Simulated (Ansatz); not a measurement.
# Ga2O3 (R-3c): spin-orbit coupling beyond the local functionals

Wanted: gaps of Ga2O3 (R-3c) with and without spin-orbit coupling, with cost.

Program: Ansatz 0.2.0. Level of theory: density functionals with and without spin-orbit coupling, plane waves, PAW. Results are calculated unless marked as measured.

**The experiments to reproduce.**

- Gap 5.04 eV: direct optical gap from Tauc plot; UV-vis transmittance, Tauc plot; film on Al2O3 (“Ti Alloyed α-Ga2O3: Route towards Wide Band Gap Engineering”, 2020, pmc:7766553).

- Gap 5.3 eV: direct optical gap from Tauc plot, upper end of the 5.1-5.3 eV range over the samples; UV-visible transmission; film (mist-CVD epitaxial films grown with different carrier gases) on Al2O3 (0001) (“Influence of Carrier Gases on the Quality of Epitaxial Corundum-Structured α-Ga2O3 Films Grown by Mist Chemical Vapor Deposition Method”, 2019, pmc:6888560).

- Gap 5.15 eV: optical gap from Tauc plot assuming direct gap; lower end of the 5.15-5.20 eV range for alpha-phase films; UV-vis transmittance/reflectance, Tauc plot; film on c-plane sapphire (“Low temperature growth and optical properties of alpha-Ga2O3 deposited on sapphire by plasma enhanced atomic layer deposition”, 2019, arxiv:1908.06914).

- Gap 5.62 ± 0.02 eV: lowest direct band-to-band transition E0, E parallel to c (M1-type CP); abstract instead prints 5.44 eV, which Table III gives as the exciton energy; generalized spectroscopic ellipsometry, critical-point model; 300 K; film (51.8 nm PAMBE film, fully lattice-relaxed) on m-plane Al2O3 (“Anisotropic dielectric functions, band-to-band transitions, and critical points in alpha-Ga2O3”, 2021, arxiv:2101.06595).

- Gap 5.6 eV: direct band-to-band gap from Tauc plot; UV-Vis absorption, Tauc plot; film (163 nm mist CVD film on c-plane sapphire) on Al2O3 (sapphire) (“Optical properties of mist CVD grown alpha-Ga2O3”, 2019, arxiv:1907.13072).

This is a selection; 1 further report is not listed.

This is a report of a sequence of runs, with most program output left out.

### Step 1. The starting structure

The structure is trigonal, space group R-3c (No. 167). Conventional cell: a = 4.997 Å, b = 4.997 Å, c = 13.451 Å, α = 90.00°, β = 90.00°, γ = 120.00°. Nearest to Ga lie 6 O at 1.93 to 2.08 Å. Nearest to O lie 4 Ga at 1.93 to 2.08 Å. Farther neighbours and most contacts between anions are not listed.

The cell and positions are those that the Materials Project relaxed with its own functionals (PBE, PBE+U or r2SCAN), kept fixed. This is not the form that Ga2O3 usually takes at ambient conditions. The default PAW set here is soft_2. Its files were made with PBE.

### Step 2. HSE06, 4×4×4 mesh

This step: DFT, HSE06, plane waves, PAW.

Input file input.yaml:

```yaml
crystal:
  lattice:
    - [2.4986991939, 1.4426246522, 4.4835497685]
    - [-2.4986991939, 1.4426246522, 4.4835497685]
    - [0.0, -2.8852493044, 4.4835497685]
  atoms:
    - { symbol: Ga, position: [0.85558558, 0.85558558, 0.85558558] }
    - { symbol: Ga, position: [0.64441442, 0.64441442, 0.64441442] }
    - { symbol: Ga, position: [0.14441442, 0.14441442, 0.14441442] }
    - { symbol: Ga, position: [0.35558558, 0.35558558, 0.35558558] }
    - { symbol: O, position: [0.75, 0.44683282, 0.05316718] }
    - { symbol: O, position: [0.44683282, 0.05316718, 0.75] }
    - { symbol: O, position: [0.05316718, 0.75, 0.44683282] }
    - { symbol: O, position: [0.25, 0.55316718, 0.94683282] }
    - { symbol: O, position: [0.94683282, 0.25, 0.55316718] }
    - { symbol: O, position: [0.55316718, 0.94683282, 0.25] }
kpoints:
  mp_grid: { grid: [4, 4, 4] }
  band_path:
    path:
      - [0.0, 0.0, 0.0]
      - [0.5, 0.5, 0.5]
      - [0.76431389, 0.23568611, 0.5]
      - [0.5, -0.23568611, 0.23568611]
      - [0.5, 0.0, 0.0]
      - [0.36784305, -0.36784305, 0.0]
      - [0.63215695, 0.0, 0.36784305]
      - [0.5, 0.0, 0.5]
      - [0.0, 0.1666666667, -0.1666666667]
    npoints: 1
hamiltonian:
  xc: hse06
scf:
  occupations: { method: fixed }
  n_extra_bands: 7
output:
  eigenvalues: true
```

Command:

```
$ ansatz run input.yaml --threads 3 --pin off --max-ram 92160MiB --backend cuda --events-out ev --progress --plain --runs-dir out --devices 1 --max-vram 13GiB  # rebuilt from the run's record
```

Wall time 35 s (1 × NVIDIA H100 80GB HBM3 (shared by 6 runs) with 3 threads of AMD EPYC 7R13 (Zen 3), shared host); peak memory 1.5 GiB.

Numbers from this step:

```yaml
gap: 4.548 eV
valence_top_at: k = (0.000, 0.167, -0.167)
conduction_bottom_at: Γ
least_direct_gap: 4.796 eV
exact_exchange_fraction: 0.25
```

The gap is indirect, with the least direct gap 0.25 eV higher.

### Step 3. HSE06+SOC, 4×4×4 mesh

The many-body steps leave out spin-orbit coupling, so its effect is taken from a two-component run, with twice the bands.

This step: DFT, HSE06 with spin-orbit coupling, plane waves, PAW.

input.yaml: that of step 2 with these lines changed.

```diff
@@ -34,3 +34,6 @@
   occupations: { method: fixed }
-  n_extra_bands: 7
+  n_extra_bands: 14
+magnetization:
+  noncollinear: true
+  spin_orbit: true
 output:
```

The job ended after 2.7 min (1 × NVIDIA H100 80GB HBM3 (shared by 6 runs) with 3 threads; peak memory 3.1 GiB).

This step gave:

- gap: 4.547 eV
- valence top at: k = (0.000, 0.167, -0.167)
- conduction bottom at: Γ
- least direct gap: 4.788 eV
- exact-exchange fraction: 0.25

The gap is that of HSE06.

### Step 4. Together

Times are wall times on 1 × NVIDIA H100 80GB HBM3 (shared by 6 runs) with 3 threads of AMD EPYC 7R13 (Zen 3), shared host, good to a factor of about two.

| level | gap (eV) | with coupling (eV) | change (eV) | time | with coupling |
| --- | --- | --- | --- | --- | --- |
| HSE06 | 4.55 | 4.55 | −0.001 | 35 s | 2.7 min |

### Step 5. What came out

```
HSE06     : 4.55 eV
HSE06+SOC : 4.55 eV
```

**Reading.** Spin-orbit coupling changes the gap by −0.001 eV and the least direct gap by −0.01 eV. Against experiment, by HSE06+SOC: the direct gap of 4.79 eV lies −0.25 eV from the measured 5.04 eV (direct, on Al2O3, 2020); the direct gap of 4.79 eV lies −0.51 eV from the measured 5.3 eV (direct, on Al2O3 (0001), 2019); the direct gap of 4.79 eV lies −0.36 eV from the measured 5.15 eV (direct, on c-plane sapphire, 2019); the direct gap of 4.79 eV lies −0.83 eV from the measured 5.62 ± 0.02 eV (direct, 300 K, on m-plane Al2O3, 2021); the direct gap of 4.79 eV lies −0.81 eV from the measured 5.6 eV (direct, on Al2O3 (sapphire), 2019). An exciton line or allowed optical edge lies below the quasiparticle gap by the binding energy; a forbidden edge can push the onset above it. The lattice is static and excitons are left out.

[Paths, hosts, dates, memory and timing lines, banners, echoed tables and standing remarks are left out of the program output.]

[Logs are printed without paths, hosts, clocks, repeated set-up lines and the standing remarks that a program may print on its own settings, such as how far it seeks lower states.]

[Runs of the session that timed out or met a known fault of the program may be left out.]

[Cells called generated may have been cut or substituted from an entry of the Crystallography Open Database or the Materials Project.]

[Hosts, paths, dates, database ids (printed as entryN), source tags and the programs' standing remarks are cut or masked in the printed files.]
